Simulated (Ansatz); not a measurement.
**CuRhSeO (built on the sites of a database entry of CuRhO2): from the cell to its phonons**

Task: relax CuRhSeO (built on the sites of a database entry of CuRhO2), then find its harmonic phonons.

Calculated with Ansatz 0.2.0; DFT PBEsol, scalar-relativistic, plane waves, PAW.

The structure was built from a prototype and need not be the compound's stable phase.

### 1. The starting structure

It takes space group R3m (No. 160, trigonal). The conventional cell has a = 3.264 Å, b = 3.264 Å, c = 18.221 Å, α = 90.00°, β = 90.00°, γ = 120.00°. Cu has 1 Se at 2.02 Å and 1 O at 2.02 Å nearest. Nearest to Rh lie 3 O at 2.14 Å and 3 Se at 2.14 Å. Nearest to O lie 1 Cu at 2.02 Å and 3 Rh at 2.14 Å. Nearest to Se lie 1 Cu at 2.02 Å and 3 Rh at 2.14 Å. Farther neighbours and most contacts between anions are not listed.

### 2. Rough relaxation

The start is far from rest, so a relaxation with loose tolerances brings it close first.

The input, input.yaml:

```yaml
crystal:
  lattice:
    - [1.63213, 0.94231, 6.07381]
    - [-1.63213, 0.94231, 6.07381]
    - [0.0, -1.88462, 6.07381]
  atoms:
    - { symbol: Cu, position: [0.0, 0.0, 0.0] }
    - { symbol: Rh, position: [0.5, 0.5, 0.5] }
    - { symbol: O, position: [0.111, 0.111, 0.111] }
    - { symbol: Se, position: [0.889, 0.889, 0.889] }
kpoints:
  mp_grid: { grid: [9, 9, 9] }
hamiltonian:
  xc: pbesol
scf:
  occupations: { method: gaussian, width: 0.1 }
output:
  forces: true
  stress: true
  eigenvalues: true
relax:
  adjacent_minimum: "off"
  f_tol: 0.05
  max_steps: 80
  cell: { stress_tol: 0.5 }
```

The run is started by

```
$ ansatz run input.yaml --threads 8 --pin off --max-ram 14336MiB --backend cpu --events-out ev --progress --plain --runs-dir out
```

Numbers of over 12 decimals in the logs are rounded to 6 here.

Output:

```text
The last accepted step is kept in <dir> (removed where the run ends without a failure and the disk answers)
[...]
cell:  # Å, volume = 63.1597 Å³
    - [1.703324, 0.983414, 6.284276]
    - [-1.703324, 0.983414, 6.284276]
    - [0, -1.966829, 6.284276]
  atoms:
    - { symbol: Cu, position: [0.010187, 0.010187, 0.010187] }
    - { symbol: Rh, position: [0.492598, 0.492598, 0.492598] }
    - { symbol: O, position: [0.105142, 0.105142, 0.105142] }
    - { symbol: Se, position: [0.892072, 0.892072, 0.892072] }
[key lines of the parts left out:]
SCF converged after 8 iterations
Free energy (F): -18911.328153 eV
Fermi energy:    11.471174 eV
P = ⅓ Tr σ = 0.3649 GPa (3.649 kbar)
```

Wall time 26 s (8 threads of AMD EPYC 7R43, shared host); peak memory 0.59 GiB; 3 min of CPU time.

The steps of the relaxation:

| step | energy less that of the first step (eV) | largest force component (eV/Å) | pressure (GPa) | volume (Å³) |
| --- | --- | --- | --- | --- |
| 1 | 0.0000 | 5.7389 | 34.03 | 56.05 |
| 2 | -1.5734 | 1.6181 | -3.14 | 64.19 |
| 3 | -1.6884 | 0.4451 | -0.32 | 63.08 |
| 4 | -1.6929 | 0.0529 | -0.20 | 63.27 |
| 5 | -1.6935 | 0.0160 | -0.07 | 63.16 |
| 6* | -1.7146 | 0.0168 | 0.36 | 63.16 |

Relaxation steps marked * repeat the geometry before them on a plane-wave basis chosen anew for their cell, so energy and pressure can jump there.

The run keeps the 6 symmetry operations that it works with, so distortions that break them were not tested.

| conventional cell, symmetrised | before | after | change |
| --- | --- | --- | --- |
| a (Å) | 3.264 | 3.407 | +4.4 % |
| b (Å) | 3.264 | 3.407 | +4.4 % |
| c (Å) | 18.221 | 18.853 | +3.5 % |
| volume (Å³/atom) | 14.01 | 15.79 | +12.7 % |

The atoms that moved most (Å, as changes of fractional coordinates times the final cell):

| atom | dx | dy | dz | length |
| --- | --- | --- | --- | --- |
| Cu1 | 0.000 | 0.000 | 0.192 | 0.192 |
| Rh2 | 0.000 | 0.000 | -0.140 | 0.140 |
| O3 | 0.000 | 0.000 | -0.110 | 0.110 |
| Se4 | 0.000 | 0.000 | 0.058 | 0.058 |

Numbers from this step:

- pressure: 0.3649 GPa
- volume per atom: 15.79 Å³
- gap on the k-mesh: 0.7521 eV
- direct gap on mesh: 0.9474 eV

In this step the volume went from 14.01 to 15.79 Å³/atom.

### 3. Relaxation

Harmonic phonons are second derivatives at a point where the forces vanish, and they are wanted at zero stress, so atoms and cell are relaxed first.

The input, input.yaml:

```yaml
crystal:
  lattice:
    - [1.7033235841, 0.9834143298, 6.2842755606]
    - [-1.7033235841, 0.9834143298, 6.2842755606]
    - [0.0, -1.9668286596, 6.2842755606]
  atoms:
    - { symbol: Cu, position: [0.0101872865, 0.0101872865, 0.0101872865] }
    - { symbol: Rh, position: [0.4925983471, 0.4925983471, 0.4925983471] }
    - { symbol: O, position: [0.1051421026, 0.1051421026, 0.1051421026] }
    - { symbol: Se, position: [0.8920722638, 0.8920722638, 0.8920722638] }
kpoints:
  mp_grid: { grid: [9, 9, 9] }
hamiltonian:
  xc: pbesol
scf:
  occupations: { method: gaussian, width: 0.02 }
output:
  forces: true
  stress: true
  eigenvalues: true
  write_density: true
  write_potential: true
  elf: true
  volumetric_format: npy
relax:
  adjacent_minimum: "off"
  f_tol: 0.005
  max_steps: 80
  cell: { stress_tol: 0.05 }
```

Output:

```text
[...]
Crystal: 4 atoms, lattice volume = 63.160 Å³
Basis set: ecut = 420 eV, 1221 PW (Γ), FFT grids on a1−a2, a2, −a2+a3, exchange–correlation on 48×90×48 points (8 copies of the dense FFT grid, shifted against one another)
Bands: 35, of which v1, the nominal top of the filled ones, is band 29 counted from 1 (28 counted from 0)
Symmetry: 6 space group operations
[...]
k-points: 85 of 729 (time reversal used)
[...]
SCF iter   1: F=—  HF=-18911.345864 eV  |F-HF|=—  |Δ(HF+E_count)|=         —  Δρ=1.24e-2  dr2=7.11e-2  ethr=1.77e-3  ⟨swp⟩=6.1  Hψ=11903  notcnv=0
[...]
SCF iter  10: F=-18911.328153 eV  HF=-18911.328153 eV  |F-HF|=3.44e-8  |Δ(HF+E_count)|=   5.58e-8  Δρ=9.13e-6  dr2=3.87e-8  ethr=1.72e-10  ⟨swp⟩=13.3  Hψ=20261  notcnv=0
SCF 1 converged in 10 iterations: F = -18911.328153 eV  dr2 = 3.87e-8
[...]
relax step   1: F+E_penalty+E_count = -18911.32815250 eV  Δ(F+E_penalty+E_count) = +0.000e0 eV  max|allowed force component| = 1.670e-2 eV/Å  Δτ_max = 0.0000 Å  P = +0.365 GPa  Ω = 63.160 Å³  (10 SCF iters, dr2 threshold 1.00e-7 eV, accepted)
Crystal: 4 atoms, lattice volume = 63.373 Å³
[...]
SCF iter   7: F=-18911.328085 eV  HF=-18911.328085 eV  |F-HF|=4.00e-10  |Δ(HF+E_count)|=   6.50e-8  Δρ=8.20e-6  dr2=3.56e-8  ethr=6.63e-10  ⟨swp⟩=8.6  Hψ=18644  notcnv=0
SCF 2 converged in 7 iterations: F = -18911.328085 eV  dr2 = 3.56e-8
  Residual-converged pass: ⟨swp⟩=1.0  Hψ=3315  notcnv=0  max |occ|·‖R‖ = 7.0e-9 eV (tolerance 1.0e-8 eV)  dr2=3.56e-8  dr2_onsite=1.07e-8  max |Δocc| = 1.1e-164
relax step   2: F+E_penalty+E_count = -18911.32808530 eV  Δ(F+E_penalty+E_count) = +6.720e-5 eV  max|allowed force component| = 1.396e-2 eV/Å  Δτ_max = 0.0024 Å  P = +0.023 GPa  Ω = 63.373 Å³  energy of the carried Pulay correction = -3.343e-4 eV  (7 SCF iters, dr2 threshold 3.85e-7 eV, accepted)
Crystal: 4 atoms, lattice volume = 63.379 Å³
[...]
SCF iter   5: F=-18911.328083 eV  HF=-18911.328083 eV  |F-HF|=4.01e-9  |Δ(HF+E_count)|=   6.57e-9  Δρ=4.77e-6  dr2=1.22e-8  ethr=3.79e-11  ⟨swp⟩=7.0  Hψ=16940  notcnv=0
SCF 3 converged in 5 iterations: F = -18911.328083 eV  dr2 = 1.22e-8
relax step   3: F+E_penalty+E_count = -18911.32808331 eV  Δ(F+E_penalty+E_count) = +1.992e-6 eV  max|allowed force component| = 6.636e-3 eV/Å  Δτ_max = 0.0003 Å  P = +0.009 GPa  Ω = 63.379 Å³  energy of the carried Pulay correction = -3.440e-4 eV  (5 SCF iters, dr2 threshold 2.20e-8 eV, accepted)
[...]
relax step   4: F+E_penalty+E_count = -18911.32808326 eV  Δ(F+E_penalty+E_count) = +5.276e-8 eV  max|allowed force component| = 8.756e-4 eV/Å  Δτ_max = 0.0001 Å  P = +0.001 GPa  Ω = 63.380 Å³  energy of the carried Pulay correction = -3.458e-4 eV  (6 SCF iters, dr2 threshold 2.75e-9 eV, accepted)
[...]
SCF iter   7: F=-18911.328399 eV  HF=-18911.328399 eV  |F-HF|=7.28e-12  |Δ(HF+E_count)|=  7.28e-12  Δρ=1.93e-7  dr2=3.80e-11  ethr=1.00e-12  ⟨swp⟩=4.3  Hψ=13356  notcnv=0
SCF 5 converged in 7 iterations: F = -18911.328399 eV  dr2 = 3.80e-11
relax step   5: F+E_penalty+E_count = -18911.32839891 eV  Δ(F+E_penalty+E_count) = -3.157e-4 eV  max|allowed force component| = 9.024e-4 eV/Å  Δτ_max = 0.0000 Å  P = +0.008 GPa  Ω = 63.380 Å³  stress off target by 8.03e-3 GPa  SCF on the basis re-selected at this cell (its energy is not comparable with the rows above)  (7 SCF iters)
[...]
SCF converged after 7 iterations
Free energy (F): -18911.328399 eV
[...]
Internal energy: -18911.328399 eV  (E = F + TS)
E sigma→0 (E₀):  -18911.328399 eV
Fermi energy:    11.397741 eV
[...]
--- Forces (eV/Å), atoms counted from 1 ---
  atom   1  Cu    -0.00000000     0.00000000    -0.00090208
  atom   2  Rh     0.00000000    -0.00000000     0.00009577
  atom   3  O      0.00000000     0.00000000     0.00068638
  atom   4  Se     0.00000000    -0.00000000     0.00012123
  max |Σ_I F_I| component: 1.30e-6 eV/Å
--- Stress (GPa, compression-positive) ---
        0.008034      -0.000000       0.000000
       -0.000000       0.008034      -0.000000
        0.000000      -0.000000       0.007982
  P = ⅓ Tr σ = 0.0080 GPa (0.080 kbar)
--- Band table (eV; the first three rows and the last of 85) ---
  k-point 0: bands = [... 25 lower, 9.5182, 9.9263, 10.0141, 10.0141, 13.5042, 14.5955, 14.5955, 17.8460, ... 2 higher]
  k-point 1: bands = [... 25 lower, 9.5109, 9.9743, 10.1873, 10.3912, 13.6824, 13.9828, 14.4032, 18.6287, ... 2 higher]
  k-point 2: bands = [... 25 lower, 9.5858, 10.1367, 10.4437, 10.7747, 12.9888, 14.0250, 14.1883, 18.7211, ... 2 higher]
  k-point 84: bands = [... 25 lower, 9.4932, 10.3545, 10.8643, 10.9655, 13.5635, 14.1207, 15.3898, 16.6477, ... 2 higher]
--- Relaxed structure (4 steps of the walk, 4 accepted, 1 SCFs on fresh bases) ---
[...]
cell:  # Å, volume = 63.3800 Å³
    - [1.706433, 0.985210, 6.283233]
    - [-1.706433, 0.985210, 6.283233]
    - [1.3371621791771317e-18, -1.970419, 6.283233]
  atoms:
    - { symbol: Cu, position: [0.010221, 0.010221, 0.010221] }
    - { symbol: Rh, position: [0.492594, 0.492594, 0.492594] }
    - { symbol: O, position: [0.105259, 0.105259, 0.105259] }
    - { symbol: Se, position: [0.891926, 0.891926, 0.891926] }
```

The job ended after 23 s (8 threads; peak memory 0.7 GiB).

Relaxation path:

| step | energy less that of the first step (eV) | largest force component (eV/Å) | pressure (GPa) | volume (Å³) |
| --- | --- | --- | --- | --- |
| 1 | 0.0000 | 0.0167 | 0.36 | 63.16 |
| 2 | 0.0001 | 0.0140 | 0.02 | 63.37 |
| 3 | 0.0001 | 0.0066 | 0.01 | 63.38 |
| 4 | 0.0001 | 0.0009 | 0.00 | 63.38 |
| 5* | -0.0002 | 0.0009 | 0.01 | 63.38 |

Relaxation steps marked * repeat the geometry before them on a plane-wave basis chosen anew for their cell, so energy and pressure can jump there.

Forces are held to the 6 operations that the run works with; a distortion that breaks them can't arise in this run.

| conventional cell, symmetrised | before | after | change |
| --- | --- | --- | --- |
| a (Å) | 3.407 | 3.413 | +0.2 % |
| b (Å) | 3.407 | 3.413 | +0.2 % |
| c (Å) | 18.853 | 18.850 | -0.0 % |
| volume (Å³/atom) | 15.79 | 15.85 | +0.3 % |

Final coordinates:

```xyz
4
Lattice="1.7064 0.9852 6.2832 -1.7064 0.9852 6.2832 0.0000 -1.9704 6.2832" Properties=species:S:1:pos:R:3 pbc="T T T"
Cu    0.0000    0.0000    0.1927
Rh    0.0000    0.0000    9.2853
O     0.0000    0.0000    1.9841
Se    0.0000    0.0000   16.8125
```

This step gave:

| Item | Value |
| --- | --- |
| pressure | 0.008017 GPa |
| gap on the k-mesh | 0.7528 eV |
| volume per atom | 15.85 Å³ |
| direct gap on mesh | 0.9520 eV |

Electrostatic potential energy in the ac plane of the conventional cell at fractional y = 0.000, with atoms of Cu and Rh and O and Se within 0.2 Å of it. With pseudopotentials it is smooth inside the atoms' cores, unlike the true potential.

Ten even steps from '0' (-42 eV) to '9' (16 eV), each cell a mean:
```
34689999999754
66789999998766
77657999986567
66778888888766
99999888889999
99999999999999
99999999999999
99999988899999
99999999999999
99999999999999
88998877889988
01258899987410
00158999997300
78899999999987
99999999999999
99999988899999
99999999999999
99999999999999
99998877789999
99999877889999
67899888889986
02589999999731
56799999999875
00268999998410
```
Columns run along a (3.4 Å; values clipped at the 3rd and 97th percentile), rows up along c (18.8 Å), edges of the conventional cell, whose origin can differ from the input's. Atoms in or near the plane, at fractional coordinates: Cu at (0.00, 0.01), Rh at (0.00, 0.49), O at (0.00, 0.11), Se at (0.00, 0.89).

Valence density in the ac plane of the conventional cell at fractional y = 0.000, with atoms of Cu and Rh and O and Se within 0.2 Å of it. It is the smooth field of the valence electrons, not physical close to the nuclei.

Values in e/Å³, 24 rows by 14 columns, each cell a mean:
```
 6  4  1  0  0  0  0  0  0  0  0  1  2  5
 3  2  1  0  0  0  0  0  0  0  0  1  1  2
28 16  4  1  1  0  0  0  0  0  1  2  7 21
 2  1  1  1  0  0  0  1  0  0  0  1  1  2
 0  0  0  0  0  0  1  1  0  0  0  0  0  0
 0  0  0  0  0  0  0  0  0  0  0  0  0  0
 0  0  0  0  0  0  0  0  0  0  0  0  0  0
 0  0  0  0  0  0  0  0  0  0  0  0  0  0
 0  0  0  0  0  0  0  0  0  0  0  0  0  0
 0  0  0  0  0  0  0  0  0  0  0  0  0  0
 0  0  0  0  0  0  0  0  0  0  0  0  0  0
 8  6  3  1  1  0  0  0  0  0  1  2  4  7
10  8  4  2  1  0  0  0  0  0  1  2  6  9
 1  1  0  0  0  0  0  0  0  0  0  0  0  1
 0  0  0  0  0  0  0  0  0  0  0  0  0  0
 0  0  0  0  0  0  0  0  0  0  0  0  0  0
 0  0  0  0  0  0  0  0  0  0  0  0  0  0
 0  0  0  0  0  0  0  0  0  0  0  0  0  0
 0  0  0  0  0  0  1  1  1  0  0  0  0  0
 0  0  0  0  0  1  1  1  1  0  0  0  0  0
 2  1  1  0  0  0  0  1  0  0  0  0  1  2
 6  5  2  1  0  0  0  0  0  0  0  1  3  5
 2  2  1  0  0  0  0  0  0  0  0  0  1  2
41 22  5  1  0  0  0  0  0  0  0  2 10 29
```
Columns run along a (3.4 Å), rows up along c (18.8 Å), edges of the conventional cell, whose origin can differ from the input's. Atoms in or near the plane, at fractional coordinates: Cu at (0.00, 0.01), Rh at (0.00, 0.49), O at (0.00, 0.11), Se at (0.00, 0.89).

ELF in the ac plane of the conventional cell at fractional y = 0.000, with atoms of Cu and Rh and O and Se within 0.2 Å of it. It is the smooth field of the valence electrons, not physical close to the nuclei.

Ten even steps from '0' (0.02) to '9' (0.78), each cell a mean:
```
43322110122233
88886310146888
35898532368974
77765333345777
11111222211111
00012344421000
00001122211000
00111222211110
00012222221100
00124566653110
33346778775333
98644444444578
98742122223579
43211345431123
00001122211000
00111222211110
00112222221100
00023566643100
00136788875310
00123445443210
77642233222577
68984100126998
55432100012345
96322110112247
```
Columns run along a (3.4 Å), rows up along c (18.8 Å), edges of the conventional cell, whose origin can differ from the input's. Atoms in or near the plane, at fractional coordinates: Cu at (0.00, 0.01), Rh at (0.00, 0.49), O at (0.00, 0.11), Se at (0.00, 0.89).

In this step the volume went from 15.79 to 15.85 Å³/atom.

### 4. Tight relaxation

Phonons need a cell at rest on their own settings, so the relaxation is repeated with tight tolerances on forces and stress on the k mesh and occupations of the first response run.

input.yaml, the sections that differ from step 3:

```yaml
crystal:
  lattice:
    - [1.7064332035, 0.9852096694, 6.2832333542]
    - [-1.7064332035, 0.9852096694, 6.2832333542]
    - [0.0, -1.9704193388, 6.2832333542]
  atoms:
    - { symbol: Cu, position: [0.0102210348, 0.0102210348, 0.0102210348] }
    - { symbol: Rh, position: [0.4925944177, 0.4925944177, 0.4925944177] }
    - { symbol: O, position: [0.1052586302, 0.1052586302, 0.1052586302] }
    - { symbol: Se, position: [0.8919259173, 0.8919259173, 0.8919259173] }
scf:
  occupations: { method: fixed }
relax:
  adjacent_minimum: "off"
  f_tol: 0.001
  max_steps: 60
  cell: { stress_tol: 0.01 }
# kpoints, hamiltonian, output: as in step 3
```

Output:

```text
[...]
Crystal: 4 atoms, lattice volume = 63.380 Å³
Basis set: ecut = 420 eV, 1221 PW (Γ), FFT grids on a1−a2, a2, −a2+a3, exchange–correlation on 48×90×48 points (8 copies of the dense FFT grid, shifted against one another)
Bands: 35, of which v1, the nominal top of the filled ones, is band 29 counted from 1 (28 counted from 0)
Symmetry: 6 space group operations
[...]
cell:  # Å, volume = 63.3800 Å³
    - [1.706433, 0.985210, 6.2832333542]
    - [-1.706433, 0.985210, 6.2832333542]
    - [0.0, -1.970419, 6.2832333542]
  atoms:
    - { symbol: Cu, position: [0.010221, 0.010221, 0.010221] }
    - { symbol: Rh, position: [0.492594, 0.492594, 0.492594] }
    - { symbol: O, position: [0.1052586302, 0.1052586302, 0.1052586302] }
    - { symbol: Se, position: [0.891926, 0.891926, 0.891926] }
[key lines of the parts left out:]
SCF converged after 10 iterations
Free energy (F): -18911.328399 eV
Fermi energy:    11.021168 eV
P = ⅓ Tr σ = 0.0080 GPa (0.080 kbar)
```

Elapsed: 10 s, on 8 threads; peak memory 0.68 GiB; 71 s of CPU time.

Little changed from the start: no atom moved by 0.005 Å and no cell edge by 0.1 %.

This step gave:

* pressure: 0.008025 GPa

ELF in the ac plane of the conventional cell at fractional y = 0.000, with atoms of Cu and Rh and O and Se within 0.2 Å of it. It is the smooth field of the valence electrons, not physical close to the nuclei.

Ten even steps from '0' (0.02) to '9' (0.78), each cell a mean:
```
43322110122233
88886310146888
35898532368974
77765333345777
11111222211111
00012344421000
00001122211000
00111222211110
00012222221100
00124566653110
33346778775333
98644444444578
98742122223579
43211345431123
00001122211000
00111222211110
00112222221100
00023566643100
00136788875310
00123445443210
77642233222577
68984100126998
55432100012345
96322110112247
```
Columns run along a (3.4 Å), rows up along c (18.8 Å), edges of the conventional cell, whose origin can differ from the input's. Atoms in or near the plane, at fractional coordinates: Cu at (0.00, 0.01), Rh at (0.00, 0.49), O at (0.00, 0.11), Se at (0.00, 0.89).

Valence density in the ac plane of the conventional cell at fractional y = 0.000, with atoms of Cu and Rh and O and Se within 0.2 Å of it. It is the smooth field of the valence electrons, not physical close to the nuclei.

Values in e/Å³, 24 rows by 14 columns, each cell a mean:
```
 6  4  1  0  0  0  0  0  0  0  0  1  2  5
 3  2  1  0  0  0  0  0  0  0  0  1  1  2
28 16  4  1  1  0  0  0  0  0  1  2  7 21
 2  1  1  1  0  0  0  1  0  0  0  1  1  2
 0  0  0  0  0  0  1  1  0  0  0  0  0  0
 0  0  0  0  0  0  0  0  0  0  0  0  0  0
 0  0  0  0  0  0  0  0  0  0  0  0  0  0
 0  0  0  0  0  0  0  0  0  0  0  0  0  0
 0  0  0  0  0  0  0  0  0  0  0  0  0  0
 0  0  0  0  0  0  0  0  0  0  0  0  0  0
 0  0  0  0  0  0  0  0  0  0  0  0  0  0
 8  6  3  1  1  0  0  0  0  0  1  2  4  7
10  8  4  2  1  0  0  0  0  0  1  2  6  9
 1  1  0  0  0  0  0  0  0  0  0  0  0  1
 0  0  0  0  0  0  0  0  0  0  0  0  0  0
 0  0  0  0  0  0  0  0  0  0  0  0  0  0
 0  0  0  0  0  0  0  0  0  0  0  0  0  0
 0  0  0  0  0  0  0  0  0  0  0  0  0  0
 0  0  0  0  0  0  1  1  1  0  0  0  0  0
 0  0  0  0  0  1  1  1  1  0  0  0  0  0
 2  1  1  0  0  0  0  1  0  0  0  0  1  2
 6  5  2  1  0  0  0  0  0  0  0  1  3  5
 2  2  1  0  0  0  0  0  0  0  0  0  1  2
41 22  5  1  0  0  0  0  0  0  0  2 10 29
```
Columns run along a (3.4 Å), rows up along c (18.8 Å), edges of the conventional cell, whose origin can differ from the input's. Atoms in or near the plane, at fractional coordinates: Cu at (0.00, 0.01), Rh at (0.00, 0.49), O at (0.00, 0.11), Se at (0.00, 0.89).

Electrostatic potential energy in the ac plane of the conventional cell at fractional y = 0.000, with atoms of Cu and Rh and O and Se within 0.2 Å of it. With pseudopotentials it is smooth inside the atoms' cores, unlike the true potential.

Ten even steps from '_' (-42 eV) to '@' (16 eV), each cell a mean:
```
--==**%%@@@@@@@@@@@@@@##++==
****##%%@@@@@@@@@@@@%%##****
####**++##@@@@@@@@%%**++**##
****####%%%%%%%%%%%%%%##****
@@@@@@@@@@%%%%%%%%%%@@@@@@@@
@@@@@@@@@@@@@@@@@@@@@@@@@@@@
@@@@@@@@@@@@@@@@@@@@@@@@@@@@
@@@@@@@@@@@@%%%%%%@@@@@@@@@@
@@@@@@@@@@@@@@@@@@@@@@@@@@@@
@@@@@@@@@@@@@@@@@@@@@@@@@@@@
%%%%@@@@%%%%####%%%%@@@@%%%%
__..::++%%%%@@@@@@%%##==..__
____..++%%@@@@@@@@@@##--____
##%%%%@@@@@@@@@@@@@@@@@@%%##
@@@@@@@@@@@@@@@@@@@@@@@@@@@@
@@@@@@@@@@@@%%%%%%@@@@@@@@@@
@@@@@@@@@@@@@@@@@@@@@@@@@@@@
@@@@@@@@@@@@@@@@@@@@@@@@@@@@
@@@@@@@@%%%%######%%@@@@@@@@
@@@@@@@@@@%%####%%%%@@@@@@@@
**##%%@@@@%%%%%%%%%%@@@@%%**
__::++%%@@@@@@@@@@@@@@##--..
++**##@@@@@@@@@@@@@@@@%%##++
____::**%%@@@@@@@@@@%%==..__
```
Columns run along a (3.4 Å; values clipped at the 3rd and 97th percentile), rows up along c (18.8 Å), edges of the conventional cell, whose origin can differ from the input's. Atoms in or near the plane, at fractional coordinates: Cu at (0.00, 0.01), Rh at (0.00, 0.49), O at (0.00, 0.11), Se at (0.00, 0.89).

The largest force component left is 0.90 meV/Å and the pressure is 0.008 GPa, within the tolerances set. The cell now holds 15.85 Å³/atom.

(Continued in part 2 of 2.)

[Logs are printed without paths, hosts, clocks, repeated set-up lines and the standing remarks that a program may print on its own settings, such as how far it seeks lower states.]

[Hosts, paths, dates, database ids (printed as entryN), source tags and the programs' standing remarks are cut or masked in the printed files.]
